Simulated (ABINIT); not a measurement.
## AlGaN2 (P3m1): G0W0 with ABINIT, start to end

Aim: the G0W0 gap of AlGaN2 (P3m1) on LDA, step by step.

Method: LDA and many-body steps on it, plane waves, in ABINIT 10.8.3.

Most raw output is cut from this account.

### 1. The structure

The structure is trigonal, space group P3m1 (No. 156). Conventional cell: a = 3.145 Å, b = 3.145 Å, c = 5.097 Å, α = 90.00°, β = 90.00°, γ = 120.00°. Al has 4 N at 1.89 to 1.90 Å nearest. Ga has 4 N at 1.93 to 1.96 Å nearest. Nearest to N lie 3 Al at 1.90 Å and 1 Ga at 1.96 Å. Nearest to N lie 1 Al at 1.89 Å and 3 Ga at 1.93 Å. Farther neighbours and most contacts between anions are not listed.

As a file:

```cif
data_structure
_symmetry_space_group_name_H-M 'P 1'
_symmetry_Int_Tables_number 1
_cell_length_a 3.1453
_cell_length_b 3.1453
_cell_length_c 5.0969
_cell_angle_alpha 90.000
_cell_angle_beta 90.000
_cell_angle_gamma 120.000
_cell_volume 43.67
loop_
_atom_site_label
_atom_site_type_symbol
_atom_site_fract_x
_atom_site_fract_y
_atom_site_fract_z
_atom_site_occupancy
Al1 Al 0.00000 0.00000 0.99926 1
Ga2 Ga 0.66667 0.33333 0.49717 1
N3 N 0.66667 0.33333 0.11180 1
N4 N 0.00000 0.00000 0.62816 1
```

The cell and positions are those that the Materials Project relaxed with its own functionals (PBE, PBE+U or r2SCAN), kept fixed.

### 2. Ground state

This step: ABINIT 10.8.3; DFT, LDA, plane waves, norm-conserving pseudopotentials.

The ground-state density comes first.

run.abi reads:

```
acell 3*1.0 Angstrom
rprim 
  3.145282644058 -0.000000000015 0.000000000000
  -1.572641322016 2.723894671844 0.000000000000
  0.000000000000 0.000000000000 5.096893730000
ntypat 3
znucl 13 31 7
natom 4
typat 1 2 3 3
xred 
  0.000000000000 0.000000000000 0.999263770000
  0.666666666667 0.333333333333 0.497174210000
  0.666666666667 0.333333333333 0.111803640000
  0.000000000000 0.000000000000 0.628158390000
pp_dirpath "pseudos"
pseudos "Al.upf, Ga.upf, N.upf"
ecut 36
ngkpt 6 6 4
nshiftk 1
shiftk 0 0 0
kptopt 1
chksymbreak 0
nband 19
occopt 1
tolvrs 1e-10
nstep 60
prtwf 0
optforces 0
optstress 0
indata_prefix "in"
outdata_prefix "out"
tmpdata_prefix "tmp"
```

Run with:

```
OMP_NUM_THREADS=1 mpirun -n 4 abinit run.abi > log
```

The job ended after 15 s (4 MPI ranks of Arm Neoverse V2, shared host; peak memory 0.33 GiB).

This step gave:

* total energy: -2710.6832 eV
* gap: 2.921 eV
* k of the valence top: 0, 0, 0
* k of the conduction bottom: 0, 0, 0
* least direct gap: 2.921 eV

The gap is direct, at Γ.

### 3. Bands along the symmetry lines

Levels along a band path, at the cheap level, show where the edges lie and whether the meshes to come will hold them.

run.abi reads:

```
acell 3*1.0 Angstrom
rprim 
  3.145282644058 -0.000000000015 0.000000000000
  -1.572641322016 2.723894671844 0.000000000000
  0.000000000000 0.000000000000 5.096893730000
ntypat 3
znucl 13 31 7
natom 4
typat 1 2 3 3
xred 
  0.000000000000 0.000000000000 0.999263770000
  0.666666666667 0.333333333333 0.497174210000
  0.666666666667 0.333333333333 0.111803640000
  0.000000000000 0.000000000000 0.628158390000
pp_dirpath "pseudos"
pseudos "Al.upf, Ga.upf, N.upf"
ecut 36
iscf -2
irdden 1
kptopt 0
nkpt 75
kpt 
  0.00000000 0.00000000 0.00000000
  0.06250000 0.00000000 0.00000000
  0.12500000 0.00000000 0.00000000
  0.18750000 0.00000000 0.00000000
  0.25000000 0.00000000 0.00000000
  0.31250000 0.00000000 0.00000000
  0.37500000 0.00000000 0.00000000
  0.43750000 0.00000000 0.00000000
  0.50000000 0.00000000 0.00000000
  0.47916667 0.04166667 0.00000000
  0.45833333 0.08333333 0.00000000
  0.43750000 0.12500000 0.00000000
  0.41666666 0.16666666 0.00000000
  0.39583333 0.20833333 0.00000000
  0.37500000 0.25000000 0.00000000
  0.35416666 0.29166666 0.00000000
  0.33333333 0.33333333 0.00000000
  0.29166666 0.29166666 0.00000000
  0.25000000 0.25000000 0.00000000
  0.20833333 0.20833333 0.00000000
  0.16666666 0.16666666 0.00000000
  0.12500000 0.12500000 0.00000000
  0.08333333 0.08333333 0.00000000
  0.04166667 0.04166667 0.00000000
  0.00000000 0.00000000 0.00000000
  0.00000000 0.00000000 0.06250000
  0.00000000 0.00000000 0.12500000
  0.00000000 0.00000000 0.18750000
  0.00000000 0.00000000 0.25000000
  0.00000000 0.00000000 0.31250000
  0.00000000 0.00000000 0.37500000
  0.00000000 0.00000000 0.43750000
  0.00000000 0.00000000 0.50000000
  0.06250000 0.00000000 0.50000000
  0.12500000 0.00000000 0.50000000
  0.18750000 0.00000000 0.50000000
  0.25000000 0.00000000 0.50000000
  0.31250000 0.00000000 0.50000000
  0.37500000 0.00000000 0.50000000
  0.43750000 0.00000000 0.50000000
  0.50000000 0.00000000 0.50000000
  0.47916667 0.04166667 0.50000000
  0.45833333 0.08333333 0.50000000
  0.43750000 0.12500000 0.50000000
  0.41666666 0.16666666 0.50000000
  0.39583333 0.20833333 0.50000000
  0.37500000 0.25000000 0.50000000
  0.35416666 0.29166666 0.50000000
  0.33333333 0.33333333 0.50000000
  0.29166666 0.29166666 0.50000000
  0.25000000 0.25000000 0.50000000
  0.20833333 0.20833333 0.50000000
  0.16666666 0.16666666 0.50000000
  0.12500000 0.12500000 0.50000000
  0.08333333 0.08333333 0.50000000
  0.04166667 0.04166667 0.50000000
  0.00000000 0.00000000 0.50000000
  0.50000000 0.00000000 0.50000000
  0.50000000 0.00000000 0.43750000
  0.50000000 0.00000000 0.37500000
  0.50000000 0.00000000 0.31250000
  0.50000000 0.00000000 0.25000000
  0.50000000 0.00000000 0.18750000
  0.50000000 0.00000000 0.12500000
  0.50000000 0.00000000 0.06250000
  0.50000000 0.00000000 0.00000000
  0.33333333 0.33333333 0.50000000
  0.33333333 0.33333333 0.43750000
  0.33333333 0.33333333 0.37500000
  0.33333333 0.33333333 0.31250000
  0.33333333 0.33333333 0.25000000
  0.33333333 0.33333333 0.18750000
  0.33333333 0.33333333 0.12500000
  0.33333333 0.33333333 0.06250000
  0.33333333 0.33333333 0.00000000
istwfk *1
nband 20
nbdbuf 2
tolwfr 1e-08
nstep 40
prtwf 0
prtvol 0
indata_prefix "in"
outdata_prefix "out"
tmpdata_prefix "tmp"
```

The job ended after 21 s (4 MPI ranks; peak memory 0.34 GiB).

This step gave:

- gap: 2.921 eV
- k of the valence top: 0, 0, 0
- k of the conduction bottom: 0, 0, 0
- least direct gap: 2.921 eV

The gap is 2.921 eV, as in the run before at this level.

The electronic bands at the labelled points (eV, zero at the top of the highest filled band):

```
    point  band 10  band 11  band 12  band 13  band 14  band 15  band 16  band 17
        Γ    -1.09    -0.11     0.00     0.00     2.92     5.48     9.58    10.40
  halfway    -2.68    -1.84    -0.64    -0.45     5.07     6.59     7.84     8.84
        M    -3.88    -2.46    -2.11    -0.86     5.13     5.78     6.71     9.63
  halfway    -3.72    -3.35    -2.21    -1.74     5.34     6.79     7.41     9.02
        K    -4.06    -2.92    -2.67    -2.62     4.90     8.13     8.22     8.69
  halfway    -3.53    -2.08    -1.01    -0.78     5.69     7.16     7.62     8.34
        Γ    -1.09    -0.11     0.00     0.00     2.92     5.48     9.58    10.40
  halfway    -1.00    -1.00    -0.10    -0.10     3.92     5.61     9.22    10.38
        A    -0.89    -0.89    -0.22    -0.22     4.88     5.64     8.83     9.51
  halfway    -2.01    -1.77    -1.37    -1.01     5.59     5.94     7.87     9.01
        L    -1.95    -1.84    -1.64    -1.43     4.46     5.02     7.66     8.93
  halfway    -3.08    -2.99    -1.43    -1.21     5.31     5.93     7.93     8.84
        H    -4.22    -3.97    -1.30    -1.11     6.48     6.87     7.19     7.56
  halfway    -2.14    -1.89    -1.65    -1.48     5.87     6.23     8.14     8.75
        A    -0.89    -0.89    -0.22    -0.22     4.88     5.64     8.83     9.51
jump to L    -1.95    -1.84    -1.64    -1.43     4.46     5.02     7.66     8.93
  halfway    -3.02    -2.27    -1.53    -1.14     4.48     5.53     7.60     9.12
        M    -3.88    -2.46    -2.11    -0.86     5.13     5.78     6.71     9.63
jump to H    -4.22    -3.97    -1.30    -1.11     6.48     6.87     7.19     7.56
  halfway    -4.64    -3.13    -1.96    -1.89     5.69     7.37     7.89     8.07
        K    -4.06    -2.92    -2.67    -2.62     4.90     8.13     8.22     8.69
```

### 4. Empty states on the mesh, 3×3×2 mesh, 45 bands

The sums over transitions need many empty states on a uniform mesh; this step solves for them.

run.abi reads:

```
acell 3*1.0 Angstrom
rprim 
  3.145282644058 -0.000000000015 0.000000000000
  -1.572641322016 2.723894671844 0.000000000000
  0.000000000000 0.000000000000 5.096893730000
ntypat 3
znucl 13 31 7
natom 4
typat 1 2 3 3
xred 
  0.000000000000 0.000000000000 0.999263770000
  0.666666666667 0.333333333333 0.497174210000
  0.666666666667 0.333333333333 0.111803640000
  0.000000000000 0.000000000000 0.628158390000
pp_dirpath "pseudos"
pseudos "Al.upf, Ga.upf, N.upf"
ecut 36
ngkpt 3 3 2
nshiftk 1
shiftk 0 0 0
kptopt 1
chksymbreak 0
iscf -2
irdden 1
istwfk *1
nband 45
nbdbuf 4
tolwfr 1e-09
nstep 60
prtvol 0
indata_prefix "in"
outdata_prefix "out"
tmpdata_prefix "tmp"
```

It took 7.3 s on 4 MPI ranks; peak memory 0.28 GiB.

Numbers from this step:

- gap: 2.921 eV
- k of the valence top: 0, 0, 0
- k of the conduction bottom: 0, 0, 0
- least direct gap: 2.921 eV
- k points computed: 6
- lowest point of the top converged band, above the valence top: 33.90 eV

On this mesh the gap is 2.921 eV.

### 5. Screening, 3×3×2 mesh, 41 bands, screening to 106.1 eV

The RPA dielectric matrix is built and inverted for each q.

This step: RPA screening on LDA, plane waves, norm-conserving pseudopotentials.

Edit run.abi of step 4 so:

```diff
@@ -22,10 +22,11 @@
 chksymbreak 0
-iscf -2
-irdden 1
 istwfk *1
-nband 45
-nbdbuf 4
-tolwfr 1e-09
-nstep 60
-prtvol 0
+occopt 1
+irdwfk 1
+optdriver 3
+nband 41
+ecuteps 3.9
+inclvkb 2
+awtr 1
+symchi 1
 indata_prefix "in"
```

Run time: 4.3 s. Hardware: 4 MPI ranks; peak memory 0.43 GiB; 17 s of CPU time.

This step gave:

```yaml
eps_infinity_with_local_fields_on_this_mesh_along_the_program_s_q_direction: 6.460
the_same_without_local_fields: 6.968
plasma_frequency: 28.65 eV
plane_waves_in_the_screening_matrix: 111
```

Local fields lower ε∞ by 7 %. On a Γ-centred mesh this coarse the value itself is usually too large, while a short band sum pulls it down.

### 6. Self-energy, 3×3×2 mesh, 41 bands, screening to 106.1 eV

The self-energy is evaluated for the states that the input lists, and the levels follow from it, in one-shot runs by the linearised quasiparticle equation.

This step: G0W0 on LDA, plane waves, norm-conserving pseudopotentials.

Edit run.abi of step 5 so:

```diff
@@ -25,8 +25,15 @@
 irdwfk 1
-optdriver 3
+optdriver 4
 nband 41
+gwcalctyp 0
+ecutsigx 36
+symsigma 1
+nkptgw 1
+kptgw 
+  0.0000000000 0.0000000000 0.0000000000
+bdgw 
+  12 15
 ecuteps 3.9
-inclvkb 2
-awtr 1
-symchi 1
+irdscr 1
+ppmodel 1
 indata_prefix "in"
```

The job ended after 2.8 s (4 MPI ranks; peak memory 0.11 GiB; 11 s of CPU time).

This step gave:

| Property | Result |
| --- | --- |
| G0W0 gap on the points computed | 3.798 eV |
| starting gap on the mesh | 2.921 eV |
| k of the valence top | 0, 0, 0 |
| k of the conduction bottom | 0, 0, 0 |
| Z at the valence top | 0.796 |
| Z at the conduction bottom | 0.818 |
| least direct G0W0 gap on the computed points | 3.798 eV |

The gap on the mesh goes from 2.92 eV to 3.80 eV, a correction of +0.88 eV.

Limits: finite bands, cutoff and mesh; exchange with frozen shells missing; no spin-orbit coupling; coarse k mesh. v1 is the top filled band, c1 the lowest empty one. The levels before and after the correction (eV, zero at the valence-band top of each column):

```
           conduction bottom  valence top
Kohn-Sham               2.92         0.00
     G0W0               3.80         0.00
```

```
             level  energy (eV)
Kohn-Sham  Γ v2-v1        0.000
Kohn-Sham     Γ c1        2.921
Kohn-Sham     Γ c2        5.483
     G0W0  Γ v2-v1        0.000
     G0W0     Γ c1        3.798
     G0W0     Γ c2        6.472
```

### 7. Where the time went

Times are wall times on 4 MPI ranks of Arm Neoverse V2, shared host, good to a factor of about two.

```
                          step   time  share  memory (GiB)
                  ground state   15 s   30 %          0.33
bands along the symmetry lines   21 s   42 %          0.34
      empty states on the mesh  7.3 s   14 %          0.28
                     screening  4.3 s    8 %          0.43
                   self-energy  2.8 s    6 %          0.11
```

### 8. Outcome

| Property | Result |
| --- | --- |
| LDA gap | 2.92 eV, direct |
| G0W0 gap on the mesh | 3.80 eV |
| GW settings | 3×3×2 mesh, 41 bands, screening to 106.1 eV, Godby-Needs plasmon pole |
| known limits | not at the basis limit; exchange with frozen shells missing; no spin-orbit coupling; coarse k mesh |

What this shows: G0W0 moves the gap on the mesh from 2.92 eV to 3.80 eV (+0.88 eV), with Z of 0.80 and 0.82 at the edges. Local fields lower the RPA ε∞ on this mesh from 6.97 to 6.46; a Γ-centred mesh this coarse tends to raise both, most where the direct gap is narrow, while a short band sum lowers them. Only 1 of the mesh's irreducible points was corrected, so a valley elsewhere could overtake. Bands and cutoff are finite, so the gap is not at the basis limit. The miss can reach some tenths of an eV and take either sign; the mesh is an error of its own. In the G0W0 run levels were corrected at 1 k point alone, so a gap called «on the mesh» is the least over those, and an edge elsewhere would be missed. The 3×3×2 mesh is coarse for this cell, which bears on the long-range parts of exchange and screening. The norm-conserving file of at least one element keeps a d shell over frozen s and p shells of the same row. Exchange with those shells is missing from the self-energy, an error of 0.3 to 0.9 eV in cases checked, whose sign depends on which edge lies on those atoms. The many-body steps are scalar-relativistic: spin-orbit coupling is not in them.

[Paths, hosts, dates, memory and timing lines, banners, echoed tables and standing remarks are left out of the program output.]

[Logs are printed without paths, hosts, clocks, repeated set-up lines and the standing remarks that a program may print on its own settings, such as how far it seeks lower states.]

[Runs of the session that timed out or met a known fault of the program may be left out.]

[Hosts, paths, dates, database ids (printed as entryN), source tags and the programs' standing remarks are cut or masked in the printed files.]

[G0W0 gaps are taken among the corrected bands and points alone; a level outside them can change the order at an edge.]

[Where Ansatz stands beside ABINIT at settings called matched, ABINIT's density can come from a denser mesh and the files from another edition; pairs whose starting gaps differed by over 0.03 eV were left out, so agreement reads better than it is.]
